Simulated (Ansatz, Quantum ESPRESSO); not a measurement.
# 1T-PbF2, 1 layer: biaxial strain by an ASE script, part 2 of 2

Wanted: deformation of the bands of 1T-PbF2, 1 layer, driven from Python.

Quantum ESPRESSO 7.5; plane-wave DFT, PBE, GBRV ultrasoft pseudopotentials; geometry by Ansatz 0.2.0 with PAW datasets.

So far: The structure; Relaxation with Ansatz.

## Step 3: Running the series

Under ESM bc1 levels count from the vacuum, or from the mean of the two vacuum levels where the sheet has a dipole, so band edges at unlike strains can be compared.

Level of this step: plane-wave DFT, PBE, GBRV ultrasoft pseudopotentials (Quantum ESPRESSO 7.5).

The input, run.py:

```python
import json
import numpy as np
from ase import Atoms
from ase.calculators.espresso import Espresso, EspressoProfile

profile = EspressoProfile(command='mpirun -n 2 pw.x -nk 2', pseudo_dir='../pseudo')
pseudopotentials = {'F': 'f_pbe_v1.4.uspp.F.UPF', 'Pb': 'pb_pbe_v1.uspp.F.UPF'}
system = {'ecutwfc': 40, 'ecutrho': 200, 'occupations': 'smearing', 'smearing': 'fd', 'degauss': 0.002}


def calculator(name, kpts, **extra):
    data = dict(control=dict(tprnfor=True, verbosity='high', disk_io='none'),
                system=system | extra,
                electrons=dict(conv_thr=1e-09, mixing_beta=0.4, mixing_mode='plain',
                               electron_maxstep=100))
    return Espresso(profile=profile, directory=name, pseudopotentials=pseudopotentials, kpts=kpts, input_data=data)


def centre(atoms):
    z = atoms.positions[:, 2]
    atoms.positions[:, 2] -= (z.max() + z.min()) / 2  # ESM wants the slab about z = 0
    return atoms

sheet = Atoms(
    ['F', 'Pb', 'F'],
    scaled_positions=[
        [0.6666666667, 0.3333333333, 0.4426081005],
        [0.0000000000, 0.0000000000, 0.4999999615],
        [0.3333333333, 0.6666666667, 0.5573919379]],
    cell=[
        [3.984453814272, 0.000000000000, 0.000000000000],
        [-1.992226907136, 3.450638223366, 0.000000000000],
        [0.000000000000, 0.000000000000, 17.357344625900]],
    pbc=True)

rows = []
for strain in [-0.03, -0.015, 0.0, 0.015, 0.03]:
    atoms = sheet.copy()
    atoms.set_cell(sheet.cell.array * [[1 + strain], [1 + strain], [1]], scale_atoms=True)
    atoms = centre(atoms)
    atoms.calc = calculator(f's{strain:+.3f}', (18, 18, 1), assume_isolated='esm', esm_bc='bc1', nbnd=18)
    energy = atoms.get_potential_energy()
    levels = np.array([atoms.calc.get_eigenvalues(kpt=i) for i in range(len(atoms.calc.get_ibz_k_points()))])
    top, bottom = levels[:, 13].max(), levels[:, 14].min()
    direct = (levels[:, 14] - levels[:, 13]).min()
    rows.append([strain, energy, top, bottom, direct])
    print(f'strain {strain:+.3f}: E = {energy:.5f} eV, valence top {top:.3f}, conduction bottom {bottom:.3f}, '
          f'gap {bottom - top:.3f}, least direct gap {direct:.3f} eV')

x, energy, top, bottom, direct = np.array(rows).T
area = np.linalg.norm(np.cross(*sheet.cell[:2]))
stiffness = np.polyfit(x, energy, 2)[0] / area * 16.0218  # C11 + C12, heights clamped
print(f'valence and conduction edges move by {np.polyfit(x, top, 1)[0]:.2f} and {np.polyfit(x, bottom, 1)[0]:.2f} eV per unit biaxial strain')
print(f'C11 + C12 with clamped heights: {stiffness:.1f} N/m')
json.dump(dict(rows=rows, stiffness=stiffness), open('result.json', 'w'))
```

Run with:

```
$ OMP_NUM_THREADS=1 python run.py
```

What it wrote:

```text
strain -0.030: E = -3558.76443 eV, valence top -6.710, conduction bottom -3.411, gap 3.299, least direct gap 4.659 eV
strain -0.015: E = -3558.81478 eV, valence top -6.866, conduction bottom -3.473, gap 3.392, least direct gap 4.665 eV
strain +0.000: E = -3558.82963 eV, valence top -7.004, conduction bottom -3.535, gap 3.469, least direct gap 4.658 eV
strain +0.015: E = -3558.81336 eV, valence top -7.125, conduction bottom -3.595, gap 3.530, least direct gap 4.638 eV
strain +0.030: E = -3558.76991 eV, valence top -7.231, conduction bottom -3.654, gap 3.576, least direct gap 4.605 eV
valence and conduction edges move by -8.67 and -4.06 eV per unit biaxial strain
C11 + C12 with clamped heights: 80.9 N/m
```

It took 20 min on 2 MPI ranks of Arm Neoverse N1, shared host; peak memory 0.54 GiB; 39 min of CPU time.

The input that ASE wrote for the first run, and its log:

```
&CONTROL
   verbosity        = 'high'
   tprnfor          = .true.
   disk_io          = 'none'
   pseudo_dir       = '../pseudo'
/
&SYSTEM
   nbnd             = 18
   ecutwfc          = 40
   ecutrho          = 200
   occupations      = 'smearing'
   degauss          = 0.002
   smearing         = 'fd'
   assume_isolated  = 'esm'
   esm_bc           = 'bc1'
   ntyp             = 2
   nat              = 3
   ibrav            = 0
/
&ELECTRONS
   electron_maxstep = 100
   conv_thr         = 1e-09
   mixing_mode      = 'plain'
   mixing_beta      = 0.4
/
&IONS
/
&CELL
/
&FCP
/
&RISM
/
ATOMIC_SPECIES
F 18.998403163 f_pbe_v1.4.uspp.F.UPF
Pb 207.2 pb_pbe_v1.uspp.F.UPF

K_POINTS automatic
18 18 1  0 0 0

CELL_PARAMETERS angstrom
3.86492019984384 0.00000000000000 0.00000000000000
-1.93246009992192 3.34711907666502 0.00000000000000
0.00000000000000 0.00000000000000 17.35734462590000

ATOMIC_POSITIONS angstrom
F 1.9324601001 1.1157063588 -0.9961713116  
Pb 0.0000000000 0.0000000000 -0.0000010015  
F -0.0000000002 2.2314127179 0.9961713116
```

```text
Program PWSCF v.7.5 starts
[citation notice left out]

     Parallel version (MPI & OpenMP), running on       2 processor cores
     Number of MPI processes:                 2
     Threads/MPI process:                     1

     MPI processes distributed on     1 nodes
[... 1 line left out ...]

Warning: card &CELL ignored
Warning: card &FCP ignored
Warning: card &RISM ignored

     Current dimensions of program PWSCF are:
     Max number of different atomic species (ntypx) = 10
     Max number of k-points (npk) =  40000
     Max angular momentum in pseudopotentials (lmaxx) =  4
     Message from routine setup:
     using ibrav=0 with symmetry is DISCOURAGED, use correct ibrav instead

     K-points division:     npool     =       2
     Subspace diagonalization in iterative solution of the eigenvalue problem:
     a serial algorithm will be used

     G-vector sticks info
     --------------------
     sticks:   dense  smooth     PW     G-vecs:    dense   smooth      PW
     Sum         745     583    169                72615    51811    8305

     Using Slab Decomposition

     bravais-lattice index     =            0
     lattice parameter (alat)  =       7.3036  a.u.
     unit-cell volume          =    1515.2754 (a.u.)^3
     number of atoms/cell      =            3
     number of atomic types    =            2
     number of electrons       =        28.00
     number of Kohn-Sham states=           18
     kinetic-energy cutoff     =      40.0000  Ry
     charge density cutoff     =     200.0000  Ry
     scf convergence threshold =      1.0E-09
     mixing beta               =       0.4000
     number of iterations used =            8  plain     mixing
     Exchange-correlation= SLA  PW   PBE  PBE
                           (   1   4   3   4   0   0   0)

     Effective Screening Medium Method
     =================================
     Boundary Conditions: Vacuum-Slab-Vacuum
     total charge in unit cell        =   0.0000
     grid points for fit at edges     =        4

[... 10 lines left out ...]
     PseudoPot. # 1 for F  read from file:
     ../pseudo/f_pbe_v1.4.uspp.F.UPF
     Pseudo is Ultrasoft, Zval =  7.0
     Generated by new atomic code, or converted to UPF format
     Using radial grid of  799 points,  4 beta functions with:
                l(1) =   0
                l(2) =   0
                l(3) =   1
                l(4) =   1
     Q(r) pseudized with  8 coefficients,  rinner =    0.950   0.950   0.950

     PseudoPot. # 2 for Pb read from file:
     ../pseudo/pb_pbe_v1.uspp.F.UPF
     Pseudo is Ultrasoft + core correction, Zval = 14.0
     Generated by new atomic code, or converted to UPF format
     Using radial grid of  899 points,  6 beta functions with:
                l(1) =   0
                l(2) =   0
                l(3) =   1
                l(4) =   1
                l(5) =   2
                l(6) =   2
[... 682 lines left out ...]

          k = 0.0000 0.0000 0.0000 (  6565 PWs)   bands (ev):

   -28.1751 -27.7744 -21.6609 -21.6416 -21.6416 -21.5867 -21.5867 -12.6238
    -9.5383  -9.5383  -9.3018  -9.3018  -9.0278  -8.3711  -3.4109  -0.6097
    -0.0271   0.2308

     occupation numbers
     1.0000   1.0000   1.0000   1.0000   1.0000   1.0000   1.0000   1.0000
     1.0000   1.0000   1.0000   1.0000   1.0000   1.0000   0.0000   0.0000
     0.0000   0.0000

[... 288 lines left out ...]

     the Fermi energy is    -4.5298 ev

!    total energy              =    -261.56438384 Ry
     estimated scf accuracy    <          6.3E-11 Ry
     smearing contrib. (-TS)   =       0.00000000 Ry
     internal energy E=F+TS    =    -261.56438384 Ry

     The total energy is F=E-TS. E is the sum of the following terms:
     one-electron contribution =     308.93588694 Ry
     hartree contribution      =    -147.39019719 Ry
     xc contribution           =     -82.16257895 Ry
     ewald contribution        =    -340.94749464 Ry

     convergence has been achieved in  25 iterations

     negative rho (up, down):  1.706E-02 0.000E+00

     Forces acting on atoms (cartesian axes, Ry/au):

     atom    1 type  1   force =     0.00000000    0.00000000   -0.01365881
     atom    2 type  2   force =     0.00000000    0.00000000    0.00000000
     atom    3 type  1   force =     0.00000000   -0.00000000    0.01365881
     The non-local contrib.  to forces
     atom    1 type  1   force =     0.00000000   -0.00000000    0.39305807
     atom    2 type  2   force =     0.00000000    0.00000000    0.00000000
     atom    3 type  1   force =     0.00000000    0.00000000   -0.39305807
     The ionic contribution  to forces
     atom    1 type  1   force =    -0.00000000    0.00000000  -30.64820558
     atom    2 type  2   force =    -0.00000000    0.00000000   -0.00002439
     atom    3 type  1   force =     0.00000000   -0.00000000   30.64822997
     The local contribution  to forces
     atom    1 type  1   force =    -0.00000002    0.00000001   30.24151140
     atom    2 type  2   force =     0.00000000    0.00000000    0.00018360
     atom    3 type  1   force =     0.00000003   -0.00000002  -30.24149527
     The core correction contribution to forces
     atom    1 type  1   force =     0.00000000    0.00000000    0.00000000
     atom    2 type  2   force =     0.00000000    0.00000000    0.00000413
     atom    3 type  1   force =     0.00000000    0.00000000    0.00000000
     The Hubbard contrib.    to forces
     atom    1 type  1   force =     0.00000000    0.00000000    0.00000000
     atom    2 type  2   force =     0.00000000    0.00000000    0.00000000
     atom    3 type  1   force =     0.00000000    0.00000000    0.00000000
     The SCF correction term to forces
     atom    1 type  1   force =    -0.00000000    0.00000000   -0.00000245
     atom    2 type  2   force =    -0.00000000    0.00000000    0.00000001
     atom    3 type  1   force =     0.00000000   -0.00000000    0.00000245

     Total force =     0.019316     Total SCF correction =     0.000003
     Message from routine punch:
     Nothing written, as per user request (disk_io='none')

[... 1 line left out ...]

[... 1 line left out ...]

[... 1 line left out ...]

[... 3 lines left out ...]

[... 1 line left out ...]

[... 2 lines left out ...]

[... 1 line left out ...]

[... 1 line left out ...]

=------------------------------------------------------------------------------=
   JOB DONE.
=------------------------------------------------------------------------------=
```

Numbers from this step:

```
biaxial stiffness : 80.92 N/m
```

The band edge from the vacuum level by biaxial strain:

| biaxial strain (%) | valence top (eV) | conduction bottom (eV) |
| --- | --- | --- |
| -3.00 | -6.71 | -3.41 |
| -1.50 | -6.87 | -3.47 |
| 0.00 | -7.00 | -3.53 |
| 1.50 | -7.13 | -3.60 |
| 3.00 | -7.23 | -3.65 |

Gap against biaxial strain:

| biaxial strain (%) | on the mesh (eV) | least direct (eV) |
| --- | --- | --- |
| -3.00 | 3.30 | 4.66 |
| -1.50 | 3.39 | 4.67 |
| 0.00 | 3.47 | 4.66 |
| 1.50 | 3.53 | 4.64 |
| 3.00 | 3.58 | 4.61 |

Energy over the lowest against biaxial strain:

| biaxial strain (%) | energy over the lowest (meV) |
| --- | --- |
| -3.00 | 65.2 |
| -1.50 | 14.8 |
| 0.00 | 0 |
| 1.50 | 16.3 |
| 3.00 | 59.7 |

## Step 4: Running the series: vdW-DF-cx, GBRV ultrasoft

Level of this step: plane-wave DFT, vdW-DF-cx, GBRV ultrasoft pseudopotentials made under PBE (Quantum ESPRESSO 7.5). input_dft overrides the functional of the files.

run.py is the input of step 3 with these lines changed:

```diff
@@ -7,3 +7,3 @@
 pseudopotentials = {'F': 'f_pbe_v1.4.uspp.F.UPF', 'Pb': 'pb_pbe_v1.uspp.F.UPF'}
-system = {'ecutwfc': 40, 'ecutrho': 200, 'occupations': 'smearing', 'smearing': 'fd', 'degauss': 0.002}
+system = {'ecutwfc': 40, 'ecutrho': 200, 'input_dft': 'vdw-df-cx', 'occupations': 'smearing', 'smearing': 'fd', 'degauss': 0.002}
```

Run with:

```
$ OMP_NUM_THREADS=1 python run.py
```

What it wrote:

```text
strain -0.030: E = -3551.75457 eV, valence top -6.833, conduction bottom -3.540, gap 3.293, least direct gap 4.670 eV
strain -0.015: E = -3551.77784 eV, valence top -6.984, conduction bottom -3.598, gap 3.386, least direct gap 4.675 eV
strain +0.000: E = -3551.76752 eV, valence top -7.117, conduction bottom -3.655, gap 3.462, least direct gap 4.667 eV
strain +0.015: E = -3551.72785 eV, valence top -7.232, conduction bottom -3.711, gap 3.521, least direct gap 4.645 eV
strain +0.030: E = -3551.66266 eV, valence top -7.332, conduction bottom -3.767, gap 3.565, least direct gap 4.611 eV
valence and conduction edges move by -8.30 and -3.78 eV per unit biaxial strain
C11 + C12 with clamped heights: 76.3 N/m
```

Elapsed: 26 min, on 2 MPI ranks; peak memory 0.57 GiB.

Numbers from this step:

```
biaxial stiffness : 76.31 N/m
```

Band edge from the vacuum level against biaxial strain:

| biaxial strain (%) | valence top (eV) | conduction bottom (eV) |
| --- | --- | --- |
| -3.00 | -6.83 | -3.54 |
| -1.50 | -6.98 | -3.60 |
| 0.00 | -7.12 | -3.66 |
| 1.50 | -7.23 | -3.71 |
| 3.00 | -7.33 | -3.77 |

The gap by biaxial strain:

| biaxial strain (%) | on the mesh (eV) | least direct (eV) |
| --- | --- | --- |
| -3.00 | 3.29 | 4.67 |
| -1.50 | 3.39 | 4.68 |
| 0.00 | 3.46 | 4.67 |
| 1.50 | 3.52 | 4.64 |
| 3.00 | 3.56 | 4.61 |

The energy over the lowest by biaxial strain:

| biaxial strain (%) | energy over the lowest (meV) |
| --- | --- |
| -3.00 | 23.3 |
| -1.50 | 0 |
| 0.00 | 10.3 |
| 1.50 | 50.0 |
| 3.00 | 115 |

## Step 5: Running the series, with ecutwcf = 40

One more run, with a changed input.

Level of this step: plane-wave DFT, PBE, GBRV ultrasoft pseudopotentials (Quantum ESPRESSO 7.5).

run.py is the input of step 3 with these lines changed:

```diff
@@ -7,3 +7,3 @@
 pseudopotentials = {'F': 'f_pbe_v1.4.uspp.F.UPF', 'Pb': 'pb_pbe_v1.uspp.F.UPF'}
-system = {'ecutwfc': 40, 'ecutrho': 200, 'occupations': 'smearing', 'smearing': 'fd', 'degauss': 0.002}
+system = {'ecutwfc': 40, 'ecutrho': 200, 'occupations': 'smearing', 'smearing': 'fd', 'degauss': 0.002, 'ecutwcf': 40}
 
@@ -14,3 +14,3 @@
                 electrons=dict(conv_thr=1e-09, mixing_beta=0.4, mixing_mode='plain',
-                               electron_maxstep=100))
+                               electron_maxstep=60))
     return Espresso(profile=profile, directory=name, pseudopotentials=pseudopotentials, kpts=kpts, input_data=data)
@@ -36,3 +36,3 @@
 rows = []
-for strain in [-0.03, -0.015, 0.0, 0.015, 0.03]:
+for strain in [-0.03, -0.015, 0.0]:
     atoms = sheet.copy()
```

Run with:

```
$ OMP_NUM_THREADS=1 python run.py
```

What it wrote:

```text
subprocess.CalledProcessError: the calculator's command failed
```

Wall time 2 s (2 MPI ranks); peak memory 0.16 GiB.

The input that ASE wrote for the run that failed, and its log:

```
&CONTROL
   verbosity        = 'high'
   tprnfor          = .true.
   disk_io          = 'none'
   pseudo_dir       = '../pseudo'
/
&SYSTEM
   nbnd             = 18
   ecutwfc          = 40
   ecutrho          = 200
   occupations      = 'smearing'
   degauss          = 0.002
   smearing         = 'fd'
   assume_isolated  = 'esm'
   esm_bc           = 'bc1'
   ecutwcf          = 40
   ntyp             = 2
   nat              = 3
   ibrav            = 0
/
&ELECTRONS
   electron_maxstep = 60
   conv_thr         = 1e-09
   mixing_mode      = 'plain'
   mixing_beta      = 0.4
/
&IONS
/
&CELL
/
&FCP
/
&RISM
/
ATOMIC_SPECIES
F 18.998403163 f_pbe_v1.4.uspp.F.UPF
Pb 207.2 pb_pbe_v1.uspp.F.UPF

K_POINTS automatic
18 18 1  0 0 0

CELL_PARAMETERS angstrom
3.86492019984384 0.00000000000000 0.00000000000000
-1.93246009992192 3.34711907666502 0.00000000000000
0.00000000000000 0.00000000000000 17.35734462590000

ATOMIC_POSITIONS angstrom
F 1.9324601001 1.1157063588 -0.9961713116  
Pb 0.0000000000 0.0000000000 -0.0000010015  
F -0.0000000002 2.2314127179 0.9961713116
```

```text
Program PWSCF v.7.5 starts
[citation notice left out]

     Parallel version (MPI & OpenMP), running on       2 processor cores
     Number of MPI processes:                 2
     Threads/MPI process:                     1

     MPI processes distributed on     1 nodes
[... 1 line left out ...]

 %%%%%%%%%%%%%%%%%%%%%%%%%%%%%%%%%%%%%%%%%%%%%%%%%%%%%%%%%%%%%%%%%%%%%%%%%%%%%%
     Error in routine  read_namelists (1):
      bad line in namelist &system: "   ecutwcf          = 40" (error could be in the previous line)
 %%%%%%%%%%%%%%%%%%%%%%%%%%%%%%%%%%%%%%%%%%%%%%%%%%%%%%%%%%%%%%%%%%%%%%%%%%%%%%

     stopping ...
```

The program refused the input before any cycle.

A key was misspelt on purpose.

The namelist reader stops at a key that the namelist doesn't hold; the line has to be put right or, where the proper key already stands in the input, deleted.

## Step 6: By hand

Under equal strain ε in the plane, E = A (C11 + C12) ε². From the points at ±1.5 %: d²E/dε² = (14.85 + 16.27 − 2 × 0.00) meV / 0.015² = 138 eV, and 138/(2 × 13.749 Å²) × 16.02 = 81 N/m.

## Step 7: Outcome

```
C11 + C12, heights clamped, PBE, GBRV ultrasoft                                                    : 81 N/m
gap on the mesh at zero strain, PBE, GBRV ultrasoft                                                : 3.47 eV
valence top below the vacuum at zero strain, PBE, GBRV ultrasoft                                   : 7.00 eV
shift of the valence top per unit biaxial strain, PBE, GBRV ultrasoft                              : -8.7 eV
shift of the conduction bottom per unit biaxial strain, PBE, GBRV ultrasoft                        : -4.1 eV
C11 + C12, heights clamped, vdW-DF-cx, GBRV ultrasoft (made under PBE)                             : 76 N/m
gap on the mesh at zero strain, vdW-DF-cx, GBRV ultrasoft (made under PBE)                         : 3.46 eV
valence top below the vacuum at zero strain, vdW-DF-cx, GBRV ultrasoft (made under PBE)            : 7.12 eV
shift of the valence top per unit biaxial strain, vdW-DF-cx, GBRV ultrasoft (made under PBE)       : -8.3 eV
shift of the conduction bottom per unit biaxial strain, vdW-DF-cx, GBRV ultrasoft (made under PBE) : -3.8 eV
```

The sheet's biaxial stiffness comes to 81 N/m and its gap at zero strain to 3.47 eV (PBE, GBRV ultrasoft). From −3 % to +3 % the gap on the mesh goes from 3.30 to 3.58 eV; it is indirect at every strain. Heights are clamped under strain, which makes a sheet with several atomic planes too stiff. Zero strain is the PBE cell; under vdW-DF-cx the energy is lowest near -1.2 %, so its stiffness is taken away from its own minimum. Semilocal gaps are too small. Spin-orbit coupling is left out; depending on the atoms that carry the levels of interest, it can split and shift them by tenths of an eV to an eV or more.

[Logs are printed without paths, hosts, clocks, repeated set-up lines and the standing remarks that a program may print on its own settings, such as how far it seeks lower states.]

[Hosts, paths, dates, database ids (printed as entryN), source tags and the programs' standing remarks are cut or masked in the printed files.]

[Maps of the electrostatic potential energy from Ansatz leave out the sawtooth potential of an applied field or a dipole correction, so their vacuum need not be flat; planar profiles and work functions include it.]
